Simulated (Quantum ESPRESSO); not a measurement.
# MnB: magnetism against uniaxial strain

Wanted: the trend of the moments of MnB with uniaxial strain.

Calculated with Quantum ESPRESSO 7.5; LDA; plane waves with GBRV 1.5 LDA potentials, no spin-orbit coupling.

**1. Set-up**

Symmetry: Pnma, No. 62, orthorhombic system. The conventional cell has a = 5.563 Å, b = 2.977 Å, c = 4.147 Å, α = 90.00°, β = 90.00°, γ = 90.00°. Mn has 7 B at 2.19 to 2.25 Å nearest. Nearest to B lie 2 B at 1.80 Å and 7 Mn at 2.19 to 2.25 Å. Farther neighbours are not listed.

The cell comes from the Crystallography Open Database.

**2. Factor along z 0.94, ferro ++++**

Lengths along Cartesian z scale by the factor. Atoms keep their fractional places. Seeded atoms are those given a starting moment.

Input file pw.in:

```
&CONTROL
  calculation = 'scf'
  prefix = 'pwscf'
  outdir = './tmp'
  pseudo_dir = './pseudo'
  disk_io = 'nowf'
  tprnfor = .true.
  tstress = .true.
/
&SYSTEM
  ibrav = 0
  nat = 8
  ntyp = 2
  ecutwfc = 40
  ecutrho = 280
  nbnd = 55
  occupations = 'smearing'
  smearing = 'fd'
  degauss = 0.00999582
  nspin = 2
  starting_magnetization(1) = 0.2333
  starting_magnetization(2) = 0
/
&ELECTRONS
  conv_thr = 1.6d-08
  electron_maxstep = 150
  mixing_beta = 0.3
/
ATOMIC_SPECIES
Mn     54.9380 mn_lda_v1.5.uspp.F.UPF
B      10.8100 b_lda_v1.4.uspp.F.UPF
CELL_PARAMETERS bohr
  10.5128903614    0.0000000000    0.0000000000
   0.0000000000    5.6254312141    0.0000000000
   0.0000000000    0.0000000000    7.3669242357
ATOMIC_POSITIONS crystal
Mn      0.1758800000    0.2500000000    0.1208300000
Mn      0.3241200000    0.7500000000    0.6208300000
Mn      0.6758800000    0.2500000000    0.3791700000
Mn      0.8241200000    0.7500000000    0.8791700000
B       0.0341000000    0.2500000000    0.6128000000
B       0.4659000000    0.7500000000    0.1128000000
B       0.5341000000    0.2500000000    0.8872000000
B       0.9659000000    0.7500000000    0.3872000000
K_POINTS automatic
6 10 8 0 0 0
```

On the command line:

```
OMP_NUM_THREADS=1 mpirun -n 4 pw.x -nk 4 -in pw.in > pw.out
```

The log of the run:

```text
Program PWSCF v.7.5 starts

     Message from routine setup:
     using ibrav=0 with symmetry is DISCOURAGED, use correct ibrav instead

     K-points division:     npool     =       4
     Subspace diagonalization in iterative solution of the eigenvalue problem:

     bravais-lattice index     =            0
     lattice parameter (alat)  =      10.5129  a.u.
     unit-cell volume          =     435.6765 (a.u.)^3
     number of atoms/cell      =            8
     number of atomic types    =            2
     number of electrons       =        72.00
     number of Kohn-Sham states=           55
     kinetic-energy cutoff     =      40.0000  Ry
     charge density cutoff     =     280.0000  Ry
     scf convergence threshold =      1.6E-08
     mixing beta               =       0.3000
     number of iterations used =            8  plain     mixing
     Exchange-correlation=  SLA  PZ   NOGX NOGC
                           (   1   1   0   0   0   0   0)

     celldm(1)=  10.512890  celldm(2)=   0.000000  celldm(3)=   0.000000
     celldm(4)=   0.000000  celldm(5)=   0.000000  celldm(6)=   0.000000

     crystal axes: (cart. coord. in units of alat)
               a(1) = (   1.000000   0.000000   0.000000 )
               a(2) = (   0.000000   0.535098   0.000000 )
               a(3) = (   0.000000   0.000000   0.700752 )

     reciprocal axes: (cart. coord. in units 2 pi/alat)
               b(1) = (  1.000000  0.000000  0.000000 )
               b(2) = (  0.000000  1.868815  0.000000 )
               b(3) = (  0.000000  0.000000  1.427039 )

     PseudoPot. # 1 for Mn read from file:
     mn_lda_v1.5.uspp.F.UPF
     Pseudo is Ultrasoft + core correction, Zval = 15.0

     PseudoPot. # 2 for B  read from file:
     b_lda_v1.4.uspp.F.UPF
     Pseudo is Ultrasoft + core correction, Zval =  3.0

     atomic species   valence    mass     pseudopotential
     Mn               15.00    54.93800     Mn( 1.00)
     B                 3.00    10.81000     B ( 1.00)

     Starting magnetic structure
     atomic species   magnetization
     Mn              0.233
     B               0.000

      8 Sym. Ops., with inversion, found ( 6 have fractional translation)

   Cartesian axes

     site n.     atom                  positions (alat units)
         1        Mn     tau(   1) = (   0.1758800   0.1337746   0.0846718  )
         2        Mn     tau(   2) = (   0.3241200   0.4013238   0.4350476  )
         3        Mn     tau(   3) = (   0.6758800   0.1337746   0.2657040  )
         4        Mn     tau(   4) = (   0.8241200   0.4013238   0.6160797  )
         5        B      tau(   5) = (   0.0341000   0.1337746   0.4294206  )
         6        B      tau(   6) = (   0.4659000   0.4013238   0.0790448  )
         7        B      tau(   7) = (   0.5341000   0.1337746   0.6217068  )
         8        B      tau(   8) = (   0.9659000   0.4013238   0.2713310  )

     number of k points=   120  Fermi-Dirac smearing, width (Ry)=  0.0100

     Number of k-points >= 100: set verbosity='high' to print them.

     Dense  grid:    34429 G-vectors     FFT dimensions: (  60,  30,  40)

     Smooth grid:    14865 G-vectors     FFT dimensions: (  48,  24,  30)

     Check: negative core charge=   -0.000059
     Generating pointlists ...
     new r_m :   0.1538 (alat units)  1.6165 (a.u.) for type    1
     new r_m :   0.1312 (alat units)  1.3797 (a.u.) for type    2

     Initial potential from superposition of free atoms

     starting charge      69.9988, renormalised to      72.0000
     Starting wfcs are   68 randomized atomic wfcs

     Self-consistent Calculation

     iteration #  1     ecut=    40.00 Ry     beta= 0.30
     Davidson diagonalization with overlap
     ethr =  1.00E-02,  avg # of iterations =  2.1

     total energy              =    -868.00893235 Ry
     estimated scf accuracy    <       9.97373207 Ry

     total magnetization       =     6.33 Bohr mag/cell
     absolute magnetization    =     6.84 Bohr mag/cell

     iteration #  2     ecut=    40.00 Ry     beta= 0.30
     Davidson diagonalization with overlap
     ethr =  1.00E-02,  avg # of iterations =  2.0

     total energy              =    -870.23404102 Ry
     estimated scf accuracy    <       2.02673740 Ry

     total magnetization       =     8.04 Bohr mag/cell
     absolute magnetization    =     9.01 Bohr mag/cell

     [... further iterations left out ...]

     iteration # 12     ecut=    40.00 Ry     beta= 0.30
     Davidson diagonalization with overlap
     ethr =  4.92E-10,  avg # of iterations =  2.5

     total energy              =    -870.61008586 Ry
     estimated scf accuracy    <       0.00000002 Ry

     total magnetization       =     5.96 Bohr mag/cell
     absolute magnetization    =     6.41 Bohr mag/cell

     iteration # 13     ecut=    40.00 Ry     beta= 0.30
     Davidson diagonalization with overlap
     ethr =  2.37E-11,  avg # of iterations =  2.1

     Magnetic moment per site  (integrated on atomic sphere of radius R)
     atom   1 (R=0.154)  charge= 12.4127  magn=  1.4089
     atom   2 (R=0.154)  charge= 12.4127  magn=  1.4089
     atom   3 (R=0.154)  charge= 12.4127  magn=  1.4089
     atom   4 (R=0.154)  charge= 12.4127  magn=  1.4089
     atom   5 (R=0.131)  charge=  1.4316  magn= -0.0366
     atom   6 (R=0.131)  charge=  1.4316  magn= -0.0366
     atom   7 (R=0.131)  charge=  1.4316  magn= -0.0366
     atom   8 (R=0.131)  charge=  1.4316  magn= -0.0366

     End of self-consistent calculation

     Number of k-points >= 100: set verbosity='high' to print the bands.

     the Fermi energy is    17.9412 ev

!    total energy              =    -870.61008587 Ry
     estimated scf accuracy    <          3.5E-09 Ry
     smearing contrib. (-TS)   =      -0.02805597 Ry
     internal energy E=F+TS    =    -870.58202989 Ry

     The total energy is F=E-TS. E is the sum of the following terms:
     one-electron contribution =    -357.49377797 Ry
     hartree contribution      =     222.72668859 Ry
     xc contribution           =    -117.37104494 Ry
     ewald contribution        =    -618.44389557 Ry

     total magnetization       =     5.96 Bohr mag/cell
     absolute magnetization    =     6.41 Bohr mag/cell

     convergence has been achieved in  13 iterations

     Forces acting on atoms (cartesian axes, Ry/au):

     atom    1 type  1   force =     0.01449351   -0.00000000   -0.00689247
     atom    2 type  1   force =    -0.01449351    0.00000000   -0.00689247
     atom    3 type  1   force =     0.01449351    0.00000000    0.00689247
     atom    4 type  1   force =    -0.01449351    0.00000000    0.00689247
     atom    5 type  2   force =    -0.00184874    0.00000000    0.01517949
     atom    6 type  2   force =     0.00184874    0.00000000    0.01517949
     atom    7 type  2   force =    -0.00184874    0.00000000   -0.01517949
     atom    8 type  2   force =     0.00184874    0.00000000   -0.01517949

     Total force =     0.044335     Total SCF correction =     0.000035

     Computing stress (Cartesian axis) and pressure

          total   stress  (Ry/bohr**3)                   (kbar)     P=      -74.63
  -0.00131271   0.00000000   0.00000000         -193.11        0.00        0.00
   0.00000000  -0.00084057   0.00000000            0.00     -123.65        0.00
   0.00000000   0.00000000   0.00063125            0.00        0.00       92.86

=------------------------------------------------------------------------------=
   JOB DONE.
=------------------------------------------------------------------------------=
```

Run time: 2.4 min. Hardware: 4 MPI ranks of Arm Neoverse V1, shared host; peak memory 0.78 GiB; 9.6 min of CPU time.

Spin moment in the atom's sphere by atom:

```
atom  spin moment in the atom's sphere (μB)
 Mn1                                   1.41
 Mn2                                   1.41
 Mn3                                   1.41
 Mn4                                   1.41
  B5                                  -0.04
  B6                                  -0.04
  B7                                  -0.04
  B8                                  -0.04
```

This step gave:

- smearing term TS: 0.3817 eV
- pressure: -7.463 GPa
- magnetization: 5.957 μB
- absolute magnetization: 6.405 μB
- final state: ferromagnetic

**3. Factor along z 0.94, antiferro +--+**

pw.in: that of step 2 with these lines changed.

```diff
@@ -12,6 +12,6 @@
   nat = 8
-  ntyp = 2
+  ntyp = 3
   ecutwfc = 40
   ecutrho = 280
-  nbnd = 55
+  nbnd = 48
   occupations = 'smearing'
@@ -21,3 +21,4 @@
   starting_magnetization(1) = 0.2333
-  starting_magnetization(2) = 0
+  starting_magnetization(2) = -0.2333
+  starting_magnetization(3) = 0
 /
@@ -29,3 +30,4 @@
 ATOMIC_SPECIES
-Mn     54.9380 mn_lda_v1.5.uspp.F.UPF
+Mn1    54.9380 mn_lda_v1.5.uspp.F.UPF
+Mn2    54.9380 mn_lda_v1.5.uspp.F.UPF
 B      10.8100 b_lda_v1.4.uspp.F.UPF
@@ -36,6 +38,6 @@
 ATOMIC_POSITIONS crystal
-Mn      0.1758800000    0.2500000000    0.1208300000
-Mn      0.3241200000    0.7500000000    0.6208300000
-Mn      0.6758800000    0.2500000000    0.3791700000
-Mn      0.8241200000    0.7500000000    0.8791700000
+Mn1     0.1758800000    0.2500000000    0.1208300000
+Mn2     0.3241200000    0.7500000000    0.6208300000
+Mn2     0.6758800000    0.2500000000    0.3791700000
+Mn1     0.8241200000    0.7500000000    0.8791700000
 B       0.0341000000    0.2500000000    0.6128000000
```

The log of the run:

```text
     [... lines left out ...]
Program PWSCF v.7.5 starts
     [... lines left out ...]
     number of atoms/cell      =            8
     [... lines left out ...]
     number of electrons       =        72.00
     number of Kohn-Sham states=           48
     kinetic-energy cutoff     =      40.0000  Ry
     charge density cutoff     =     280.0000  Ry
     scf convergence threshold =      1.6E-08
     [... lines left out ...]
      4 Sym. Ops., with inversion, found ( 2 have fractional translation)
     [... lines left out ...]
     number of k points=   156  Fermi-Dirac smearing, width (Ry)=  0.0100
     [... lines left out ...]
     iteration # 23     ecut=    40.00 Ry     beta= 0.30
     [... lines left out ...]
     Magnetic moment per site  (integrated on atomic sphere of radius R)
     atom   1 (R=0.154)  charge= 12.4071  magn=  0.4946
     atom   2 (R=0.154)  charge= 12.4072  magn= -0.4957
     atom   3 (R=0.154)  charge= 12.4072  magn= -0.4957
     atom   4 (R=0.154)  charge= 12.4071  magn=  0.4946
     atom   5 (R=0.131)  charge=  1.4289  magn= -0.0041
     atom   6 (R=0.131)  charge=  1.4289  magn=  0.0041
     atom   7 (R=0.131)  charge=  1.4289  magn=  0.0041
     atom   8 (R=0.131)  charge=  1.4289  magn= -0.0041
     [... lines left out ...]
     the Fermi energy is    17.9496 ev
!    total energy              =    -870.58906445 Ry
     estimated scf accuracy    <          6.0E-09 Ry
     smearing contrib. (-TS)   =      -0.04456613 Ry
     [... lines left out ...]
     total magnetization       =    -0.00 Bohr mag/cell
     absolute magnetization    =     2.24 Bohr mag/cell
     convergence has been achieved in  23 iterations
     [... lines left out ...]
     Total force =     0.051924     Total SCF correction =     0.000073
     [... lines left out ...]
          total   stress  (Ry/bohr**3)                   (kbar)     P=     -129.41
     [... lines left out ...]
```

It took 5.1 min on 4 MPI ranks; peak memory 0.85 GiB.

Spin moment in the atom's sphere by atom:

```
atom  spin moment in the atom's sphere (μB)
 Mn1                                  0.495
 Mn2                                 -0.496
 Mn3                                 -0.496
 Mn4                                  0.495
  B5                                 -0.004
  B6                                  0.004
  B7                                  0.004
  B8                                 -0.004
```

This step gave:

| Quantity | Value |
| --- | --- |
| smearing term TS | 0.6064 eV |
| pressure | -12.94 GPa |
| magnetization | 0 μB |
| absolute magnetization | 2.243 μB |
| final state | antiferromagnetic |

**4. Factor along z 0.94, no spin polarisation**

Input file pw.in:

```
&CONTROL
  calculation = 'scf'
  prefix = 'pwscf'
  outdir = './tmp'
  pseudo_dir = './pseudo'
  disk_io = 'nowf'
  tprnfor = .true.
  tstress = .true.
/
&SYSTEM
  ibrav = 0
  nat = 8
  ntyp = 2
  ecutwfc = 40
  ecutrho = 280
  nbnd = 48
  occupations = 'smearing'
  smearing = 'fd'
  degauss = 0.00999582
/
&ELECTRONS
  conv_thr = 1.6d-08
  electron_maxstep = 150
  mixing_beta = 0.3
/
ATOMIC_SPECIES
Mn     54.9380 mn_lda_v1.5.uspp.F.UPF
B      10.8100 b_lda_v1.4.uspp.F.UPF
CELL_PARAMETERS bohr
  10.5128903614    0.0000000000    0.0000000000
   0.0000000000    5.6254312141    0.0000000000
   0.0000000000    0.0000000000    7.3669242357
ATOMIC_POSITIONS crystal
Mn      0.1758800000    0.2500000000    0.1208300000
Mn      0.3241200000    0.7500000000    0.6208300000
Mn      0.6758800000    0.2500000000    0.3791700000
Mn      0.8241200000    0.7500000000    0.8791700000
B       0.0341000000    0.2500000000    0.6128000000
B       0.4659000000    0.7500000000    0.1128000000
B       0.5341000000    0.2500000000    0.8872000000
B       0.9659000000    0.7500000000    0.3872000000
K_POINTS automatic
6 10 8 0 0 0
```

The log of the run:

```text
     [... lines left out ...]
Program PWSCF v.7.5 starts
     [... lines left out ...]
     number of atoms/cell      =            8
     [... lines left out ...]
     number of electrons       =        72.00
     number of Kohn-Sham states=           48
     kinetic-energy cutoff     =      40.0000  Ry
     charge density cutoff     =     280.0000  Ry
     scf convergence threshold =      1.6E-08
     [... lines left out ...]
      8 Sym. Ops., with inversion, found ( 6 have fractional translation)
     [... lines left out ...]
     number of k points=   120  Fermi-Dirac smearing, width (Ry)=  0.0100
     [... lines left out ...]
     iteration # 11     ecut=    40.00 Ry     beta= 0.30
     [... lines left out ...]
     the Fermi energy is    17.9530 ev
!    total energy              =    -870.58862036 Ry
     estimated scf accuracy    <          3.2E-09 Ry
     smearing contrib. (-TS)   =      -0.04741350 Ry
     [... lines left out ...]
     convergence has been achieved in  11 iterations
     [... lines left out ...]
     Total force =     0.053634     Total SCF correction =     0.000066
     [... lines left out ...]
          total   stress  (Ry/bohr**3)                   (kbar)     P=     -139.52
     [... lines left out ...]
```

Elapsed: 55 s, on 4 MPI ranks; peak memory 0.55 GiB.

This step gave:

```
smearing term TS : 0.6451 eV
pressure         : -13.95 GPa
final state      : non-magnetic (no spin polarisation)
```

**5. Factor along z 1.06, ferro ++++**

pw.in: that of step 4 with these lines changed.

```diff
@@ -15,3 +15,3 @@
   ecutrho = 280
-  nbnd = 48
+  nbnd = 55
   occupations = 'smearing'
@@ -19,2 +19,5 @@
   degauss = 0.00999582
+  nspin = 2
+  starting_magnetization(1) = 0.2333
+  starting_magnetization(2) = 0
 /
@@ -31,3 +34,3 @@
    0.0000000000    5.6254312141    0.0000000000
-   0.0000000000    0.0000000000    7.3669242357
+   0.0000000000    0.0000000000    8.3073826488
 ATOMIC_POSITIONS crystal
```

The log of the run:

```text
     [... lines left out ...]
Program PWSCF v.7.5 starts
     [... lines left out ...]
     number of atoms/cell      =            8
     [... lines left out ...]
     number of electrons       =        72.00
     number of Kohn-Sham states=           55
     kinetic-energy cutoff     =      40.0000  Ry
     charge density cutoff     =     280.0000  Ry
     scf convergence threshold =      1.6E-08
     [... lines left out ...]
      8 Sym. Ops., with inversion, found ( 6 have fractional translation)
     [... lines left out ...]
     number of k points=   120  Fermi-Dirac smearing, width (Ry)=  0.0100
     [... lines left out ...]
     iteration # 13     ecut=    40.00 Ry     beta= 0.30
     [... lines left out ...]
     Magnetic moment per site  (integrated on atomic sphere of radius R)
     atom   1 (R=0.163)  charge= 12.6550  magn=  1.7882
     atom   2 (R=0.163)  charge= 12.6550  magn=  1.7882
     atom   3 (R=0.163)  charge= 12.6550  magn=  1.7882
     atom   4 (R=0.163)  charge= 12.6550  magn=  1.7882
     atom   5 (R=0.136)  charge=  1.4456  magn= -0.0631
     atom   6 (R=0.136)  charge=  1.4456  magn= -0.0631
     atom   7 (R=0.136)  charge=  1.4456  magn= -0.0631
     atom   8 (R=0.136)  charge=  1.4456  magn= -0.0631
     [... lines left out ...]
     the Fermi energy is    15.5958 ev
!    total energy              =    -870.53022157 Ry
     estimated scf accuracy    <          5.8E-10 Ry
     smearing contrib. (-TS)   =      -0.02225236 Ry
     [... lines left out ...]
     total magnetization       =     7.24 Bohr mag/cell
     absolute magnetization    =     8.07 Bohr mag/cell
     convergence has been achieved in  13 iterations
     [... lines left out ...]
     Total force =     0.025446     Total SCF correction =     0.000020
     [... lines left out ...]
          total   stress  (Ry/bohr**3)                   (kbar)     P=     -334.91
     [... lines left out ...]
```

Run time: 2.8 min. Hardware: 4 MPI ranks; peak memory 0.86 GiB; 11 min of CPU time.

Numbers from this step:

```yaml
smearing_term_ts: 0.3028 eV
pressure: -33.49 GPa
magnetization: 7.245 μB
absolute_magnetization: 8.065 μB
final_state: ferromagnetic
largest_moment: 1.788 μB
```

(Part 1 of 2 ends here.)

[Logs and program files are shortened in this print: banners, set-up blocks, solver, clock and traceback lines can be left out without a mark of their own.]

[Logs are printed without paths, hosts, clocks, repeated set-up lines and the standing remarks that a program may print on its own settings, such as how far it seeks lower states.]

[Hosts, paths, dates, database ids (printed as entryN), source tags and the programs' standing remarks are cut or masked in the printed files.]

[Where a cell is said to come from a database of computed structures, the database is the Materials Project.]
